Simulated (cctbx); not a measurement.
# NdCd13 with cctbx, script by script

Library: cctbx 2025.11. The data are simulated by the first script.

## 1. Simulate the data

run.py:

```python
from cctbx import adptbx, crystal, miller, sgtbx, xray
from cctbx.array_family import flex
from iotbx.shelx import hklf
from scitbx import matrix
import scitbx.random

cs = crystal.symmetry(unit_cell=(13.703, 13.703, 13.703, 90, 90, 90), space_group_symbol='Hall: -F 4a 2 3')  # Fm-3c
atoms = [  # label, site, U (iso, or U11 U22 U33 U12 U13 U23 in A^2), occupancy
    ("Nd1", (0.75, 0.75, 0.75), (0.0104, 0.0104, 0.0104, 0.0000, 0.0000, 0.0000), 1),
    ("Cd1", (0, 0.8883, 0.8223), (0.0153, 0.0150, 0.0146, 0.0000, 0.0000, 0.0004), 1),
    ("Cd2", (0, 0, 0), (0.0126, 0.0126, 0.0126, -0.0000, -0.0000, -0.0000), 1),
]
xs = xray.structure(crystal_symmetry=cs)
for label, site, u, occ in atoms:
    u = adptbx.u_cif_as_u_star(cs.unit_cell(), u) if isinstance(u, tuple) else u
    xs.add_scatterer(xray.scatterer(label, site=site, u=u, occupancy=occ))
xs.set_inelastic_form_factors(1.54184, "sasaki")
xs.show_summary()
p1 = xs.expand_to_p1()
ms = miller.build_set(p1, anomalous_flag=True, d_min=0.83)
flex.set_random_seed(499677)
scitbx.random.set_random_seed(499677)
ms = ms.select(flex.random_double(ms.size()) < 0.95)
i = ms.structure_factors_from_scatterers(p1, algorithm="direct").f_calc().as_intensity_array().data()
i = i * 70000 / flex.max(i)
sig = flex.sqrt(i + flex.pow2(0.04 * i) + 4 ** 2)
noise = scitbx.random.variate(scitbx.random.normal_distribution())(i.size())
data = ms.array(data=i + sig * noise, sigmas=sig).set_observation_type_xray_intensity()
with open("data.hkl", "w") as f:
    data.export_as_shelx_hklf(f)
print("reflections written:", data.size(), " <I/sigma> = %.1f" % flex.mean(data.data() / data.sigmas()))
for h, a, b in list(data.sort("data"))[:12]:
    print("%4d%4d%4d %9.1f %7.1f" % (h + (a, b)))
```

```console
$ python run.py
```

```text
Number of scatterers: 3
At special positions: 3
Unit cell: (13.703, 13.703, 13.703, 90, 90, 90)
Space group: F m -3 c (No. 226)
reflections written: 17882  <I/sigma> = 4.3
  -1   3   5   74629.7  2812.5
  -5   3  -1   74408.9  2812.5
  -5  -1  -3   74016.4  2812.5
  -5  -1   3   73311.4  2812.5
   5  -1  -3   73056.6  2812.5
   5   3   1   72926.1  2812.5
   5   1  -3   72637.3  2812.5
   1   5   3   72627.4  2812.5
  -5   1  -3   72595.2  2812.5
   0  -6   0   72226.1  2681.2
   3  -1  -5   72178.1  2812.5
  -1  -5  -3   72025.0  2812.5
```

Run time: 0.56 s on 1 thread of Arm Neoverse N1, on a shared host, peak memory 0.08 GiB.

## 2. Refinement (right model, isotropic)

run.py:

```python
import math
from cctbx import adptbx, crystal, maptbx, sgtbx, xray
from cctbx.array_family import flex
from cctbx.xray import observations
from iotbx.shelx import hklf
from scitbx.lstbx import normal_eqns_solving
from smtbx import absolute_structure, utils
from smtbx.refinement import constraints, least_squares

cs = crystal.symmetry(unit_cell=(13.703, 13.703, 13.703, 90, 90, 90), space_group_symbol='Hall: -F 4a 2 3')  # Fm-3c
atoms = [  # label, site, U (iso, or U11 U22 U33 U12 U13 U23 in A^2), occupancy
    ("Nd1", (0.75, 0.75, 0.75), 0.0200, 1),
    ("Cd1", (0, 0.8884, 0.8267), 0.0200, 1),
    ("Cd2", (0, 0, 0), 0.0200, 1),
]
xs = xray.structure(crystal_symmetry=cs)
for label, site, u, occ in atoms:
    u = adptbx.u_cif_as_u_star(cs.unit_cell(), u) if isinstance(u, tuple) else u
    xs.add_scatterer(xray.scatterer(label, site=site, u=u, occupancy=occ))
xs.set_inelastic_form_factors(1.54184, "sasaki")
raw = hklf.reader(file_name="data.hkl").as_miller_arrays(crystal_symmetry=cs, anomalous=True)[0]
merged = raw.eliminate_sys_absent().merge_equivalents()
fo2 = merged.array().set_observation_type_xray_intensity()
print("Rint %.3f, %d unique reflections to %.2f A" % (merged.r_int(), fo2.size(), fo2.d_min()))
for sc in xs.scatterers():
    sc.flags.set_grad_site(True)
    sc.flags.set_grad_u_aniso(sc.flags.use_u_aniso())
    sc.flags.set_grad_u_iso(sc.flags.use_u_iso())
obs = fo2.as_xray_observations()
extra = {}
rep = constraints.reparametrisation(xs, [], utils.connectivity_table(xs), **extra)
ls = least_squares.crystallographic_ls(obs, rep, weighting_scheme=least_squares.mainstream_shelx_weighting(a=0, b=0))
print("cycle     R1     wR2    GooF  max shift (A)")
for cycle in range(8):
    ls.build_up()
    r1, wr2, goof = ls.r1_factor(cutoff_factor=2)[0], ls.wR2(), ls.goof()
    old = xs.sites_cart()
    normal_eqns_solving.levenberg_marquardt_iterations(ls, n_max_iterations=3, tau=1e-06, step_threshold=1e-7)
    big = flex.max((xs.sites_cart() - old).norms())
    print("%4d %7.4f %7.4f %7.3f %9.5f" % (cycle + 1, r1, wr2, goof, big))
    ls.build_up(objective_only=True)
    if abs(ls.wR2() - wr2) < 5e-5 and big < 5e-4:
        break
ls.build_up()
print("final R1 %.4f wR2 %.4f GooF %.3f  parameters %d  data/parameter %.1f" % (ls.r1_factor(cutoff_factor=2)[0], ls.wR2(), ls.goof(), ls.n_parameters, fo2.size() / ls.n_parameters))
cov = ls.covariance_matrix_and_annotations()
su = dict(zip(cov.annotations, (math.sqrt(max(v, 0)) for v in cov.matrix.matrix_packed_u_diagonal())))
a2 = cs.unit_cell().reciprocal_parameters()[0] ** -2
print("atom        x        y        z      Ueq    occ   su(xyz)  su(Uiso or U11)")
for sc in xs.scatterers():
    s = max(su.get(sc.label + k, 0) for k in (".x", ".y", ".z"))
    npd = "" if sc.is_positive_definite_u(cs.unit_cell()) else "  NPD"
    print("%-5s %8.5f %8.5f %8.5f %8.4f %6.3f %8.5f %7.4f%s" % ((sc.label,) + sc.site + (sc.u_iso_or_equiv(cs.unit_cell()), sc.occupancy, s, su.get(sc.label + ".uiso", su.get(sc.label + ".u11", 0) * a2), npd)))
fo = fo2.f_sq_as_f()
fc = fo.structure_factors_from_scatterers(xs, algorithm="direct").f_calc()
diff = fo.f_obs_minus_f_calc(1 / math.sqrt(ls.scale_factor()), fc).average_bijvoet_mates()
m = diff.fft_map(symmetry_flags=maptbx.use_space_group_symmetry, resolution_factor=0.25).apply_volume_scaling()
print("difference map: max %.2f min %.2f rms %.2f" % (m.statistics().max(), m.statistics().min(), m.statistics().sigma()))
peaks = m.peak_search(parameters=maptbx.peak_search_parameters(min_distance_sym_equiv=0.6, max_clusters=6)).all()
near = xs.closest_distances(peaks.sites(), distance_cutoff=4)
sps = cs.special_position_settings(min_distance_sym_equiv=0.5)
for k, (x, h) in enumerate(zip(peaks.sites(), peaks.heights())):
    ss = sps.site_symmetry(x)
    print("Q%-3d %7.4f %7.4f %7.4f %4d %7.2f  %.2f A from %s" % ((k + 1,) + tuple(t % 1 for t in ss.exact_site()) + (ss.multiplicity(), h, near.smallest_distances[k], xs.scatterers()[near.i_seqs[k]].label)))
```

```console
$ python run.py
```

```text
Rint 0.033, 119 unique reflections to 0.83 A
cycle     R1     wR2    GooF  max shift (A)
   1  0.2178  0.5608  65.293   0.06051
   2  0.0059  0.0171   1.996   0.00000
final R1 0.0059 wR2 0.0171 GooF 1.996  parameters 5  data/parameter 23.8
atom        x        y        z      Ueq    occ   su(xyz)  su(Uiso or U11)
Nd1    0.75000  0.75000  0.75000   0.0104  1.000  0.00000  0.0001
Cd1    0.00000  0.88831  0.82228   0.0150  1.000  0.00001  0.0001
Cd2    0.00000  0.00000  0.00000   0.0126  1.000  0.00000  0.0001
difference map: max 0.22 min -0.50 rms 0.08
Q1    0.0000  0.1428  0.1942   96    0.22  0.48 A from Cd1
Q2    0.0000  0.0556  0.2380   96    0.22  1.13 A from Cd1
Q3    0.1752  0.1752  0.1752   64    0.22  1.78 A from Nd1
Q4    0.0243  0.1027  0.3587  192    0.20  1.15 A from Cd1
Q5    0.1170  0.1170  0.2500   96    0.20  1.89 A from Cd1
Q6    0.0000  0.0000  0.0575   48    0.19  0.79 A from Cd2
```

Time: 0.57 s.

## 3. Refinement (right model, anisotropic)

run.py, as its changes from the last script of this kind:

```diff
@@ -12,3 +12,3 @@
-    ("Nd1", (0.75, 0.75, 0.75), 0.0200, 1),
-    ("Cd1", (0, 0.8884, 0.8267), 0.0200, 1),
-    ("Cd2", (0, 0, 0), 0.0200, 1),
+    ("Nd1", (0.75, 0.75, 0.75), 0.0104, 1),
+    ("Cd1", (0, 0.88831, 0.82228), 0.0150, 1),
+    ("Cd2", (0, 0, 0), 0.0126, 1),
@@ -20,0 +21 @@
+xs.convert_to_anisotropic()
```

```console
$ python run.py
```

```text
Rint 0.033, 119 unique reflections to 0.83 A
cycle     R1     wR2    GooF  max shift (A)
   1  0.0059  0.0172   2.028   0.00028
   2  0.0042  0.0087   1.030   0.00000
final R1 0.0042 wR2 0.0087 GooF 1.030  parameters 8  data/parameter 14.9
atom        x        y        z      Ueq    occ   su(xyz)  su(Uiso or U11)
Nd1    0.75000  0.75000  0.75000   0.0104  1.000  0.00000  0.0001
Cd1    0.00000  0.88830  0.82230   0.0150  1.000  0.00001  0.0001
Cd2    0.00000  0.00000  0.00000   0.0126  1.000  0.00000  0.0001
difference map: max 0.20 min -0.27 rms 0.06
Q1    0.0000  0.0000  0.0609   48    0.21  0.83 A from Cd2
Q2    0.1178  0.1178  0.2500   96    0.20  1.90 A from Cd1
Q3    0.1764  0.1764  0.1764   64    0.19  1.75 A from Nd1
Q4    0.1800  0.2500  0.2500   48    0.16  0.96 A from Nd1
Q5    0.0277  0.1077  0.3595  192    0.15  1.10 A from Cd1
Q6    0.0000  0.0332  0.1889   96    0.15  1.09 A from Cd1
```

Time: 0.55 s.

## 4. Refinement

run.py, as its changes from the last script of this kind:

```diff
@@ -12,3 +12,3 @@
-    ("Nd1", (0.75, 0.75, 0.75), 0.0104, 1),
-    ("Cd1", (0, 0.88831, 0.82228), 0.0150, 1),
-    ("Cd2", (0, 0, 0), 0.0126, 1),
+    ("Nd1", (0.75, 0.75, 0.75), 0.0200, 1),
+    ("Cd1", (0, 0.9319, 0.8076), 0.0200, 1),
+    ("Cd2", (0, 0, 0), 0.0200, 1),
@@ -21 +20,0 @@
-xs.convert_to_anisotropic()
@@ -35 +34 @@
-for cycle in range(8):
+for cycle in range(10):
@@ -39 +38 @@
-    normal_eqns_solving.levenberg_marquardt_iterations(ls, n_max_iterations=3, tau=1e-06, step_threshold=1e-7)
+    normal_eqns_solving.levenberg_marquardt_iterations(ls, n_max_iterations=3, tau=0.0001, step_threshold=1e-7)
```

```console
$ python run.py
```

```text
Rint 0.033, 119 unique reflections to 0.83 A
cycle     R1     wR2    GooF  max shift (A)
   1  0.8582  0.9644 112.284   0.43692
   2  0.5595  0.8070  93.962   0.20066
   3  0.0060  0.0174   2.027   0.00026
   4  0.0059  0.0171   1.996   0.00000
final R1 0.0059 wR2 0.0171 GooF 1.996  parameters 5  data/parameter 23.8
atom        x        y        z      Ueq    occ   su(xyz)  su(Uiso or U11)
Nd1    0.75000  0.75000  0.75000   0.0104  1.000  0.00000  0.0001
Cd1    0.00000  0.88831  0.82228   0.0150  1.000  0.00001  0.0001
Cd2    0.00000  0.00000  0.00000   0.0126  1.000  0.00000  0.0001
difference map: max 0.22 min -0.50 rms 0.08
Q1    0.0000  0.1428  0.1942   96    0.22  0.48 A from Cd1
Q2    0.0000  0.0556  0.2380   96    0.22  1.13 A from Cd1
Q3    0.1752  0.1752  0.1752   64    0.22  1.78 A from Nd1
Q4    0.0243  0.1027  0.3587  192    0.20  1.15 A from Cd1
Q5    0.1170  0.1170  0.2500   96    0.20  1.89 A from Cd1
Q6    0.0000  0.0000  0.0575   48    0.19  0.79 A from Cd2
```

Time: 0.65 s.

This run holds a fault made on purpose: start far from the minimum.

## 5. Refinement

run.py, as its changes from the last script of this kind:

```diff
@@ -12,3 +12,2 @@
-    ("Nd1", (0.75, 0.75, 0.75), 0.0200, 1),
-    ("Cd1", (0, 0.9319, 0.8076), 0.0200, 1),
-    ("Cd2", (0, 0, 0), 0.0200, 1),
+    ("Nd1", (0.75, 0.75, 0.75), 0.0104, 1),
+    ("Cd1", (0, 0, 0), 0.0126, 1),
@@ -20,0 +20 @@
+xs.convert_to_anisotropic()
@@ -34 +34 @@
-for cycle in range(10):
+for cycle in range(12):
@@ -38 +38 @@
-    normal_eqns_solving.levenberg_marquardt_iterations(ls, n_max_iterations=3, tau=0.0001, step_threshold=1e-7)
+    normal_eqns_solving.levenberg_marquardt_iterations(ls, n_max_iterations=3, tau=1e-06, step_threshold=1e-7)
```

```console
$ python run.py
```

```text
Rint 0.033, 119 unique reflections to 0.83 A
cycle     R1     wR2    GooF  max shift (A)
   1  0.9466  0.9935 114.181   0.00000
   2  0.8917  0.9647 110.878   0.00000
final R1 0.8917 wR2 0.9647 GooF 110.878  parameters 2  data/parameter 59.5
atom        x        y        z      Ueq    occ   su(xyz)  su(Uiso or U11)
Nd1    0.75000  0.75000  0.75000  -0.0610  1.000  0.00000  0.0255  NPD
Cd1    0.00000  0.00000  0.00000   0.0528  1.000  0.00000  0.1435
difference map: max 3219.56 min -170.53 rms 89.94
Q1    0.2500  0.2500  0.2500    8 3219.56  0.00 A from Nd1
Q2    0.0000  0.0000  0.0000    8  623.19  0.00 A from Cd1
Q3    0.0000  0.1126  0.1788   96  302.96  2.90 A from Cd1
Q4    0.0000  0.1126  0.3212   96  302.96  2.90 A from Cd1
Q5    0.0000  0.2500  0.2500   24  207.49  3.43 A from Nd1
Q6    0.1017  0.2500  0.2500   48  205.15  2.03 A from Nd1
```

Time: 0.59 s.

This run holds a fault made on purpose: atom left out: Cd1.

## 6. Refinement

run.py, as its changes from the last script of this kind:

```diff
@@ -13 +13,2 @@
-    ("Cd1", (0, 0, 0), 0.0126, 1),
+    ("Cd1", (0, 0.88831, 0.82228), 0.0150, 1),
+    ("Cd2", (0, 0, 0), 0.0126, 1),
@@ -19 +20 @@
-xs.set_inelastic_form_factors(1.54184, "sasaki")
+xs.set_inelastic_form_factors(0.71073, "sasaki")
```

```console
$ python run.py
```

```text
Rint 0.033, 119 unique reflections to 0.83 A
cycle     R1     wR2    GooF  max shift (A)
   1  0.0341  0.1254  14.802   0.00035
   2  0.0136  0.0478   5.639   0.00000
final R1 0.0136 wR2 0.0478 GooF 5.639  parameters 8  data/parameter 14.9
atom        x        y        z      Ueq    occ   su(xyz)  su(Uiso or U11)
Nd1    0.75000  0.75000  0.75000   0.0140  1.000  0.00000  0.0004
Cd1    0.00000  0.88829  0.82226   0.0131  1.000  0.00003  0.0003
Cd2    0.00000  0.00000  0.00000   0.0104  1.000  0.00000  0.0004
difference map: max 0.64 min -2.61 rms 0.18
Q1    0.1656  0.2500  0.2500   48    0.64  1.16 A from Nd1
Q2    0.0000  0.0000  0.0529   48    0.60  0.72 A from Cd2
Q3    0.1703  0.1703  0.1703   64    0.56  1.89 A from Nd1
Q4    0.0000  0.1249  0.1340   96    0.35  0.63 A from Cd1
Q5    0.1920  0.1920  0.2500   96    0.35  1.12 A from Nd1
Q6    0.1050  0.1050  0.2500   96    0.28  1.75 A from Cd1
```

Run time: 0.57 s on 1 thread of Arm Neoverse N1 (shared host), peak memory 0.09 GiB.

This run holds a fault made on purpose: dispersion terms of the wrong wavelength.

[Logs are printed without paths, hosts, clocks, repeated set-up lines and the standing remarks that a program may print on its own settings, such as how far it seeks lower states.]
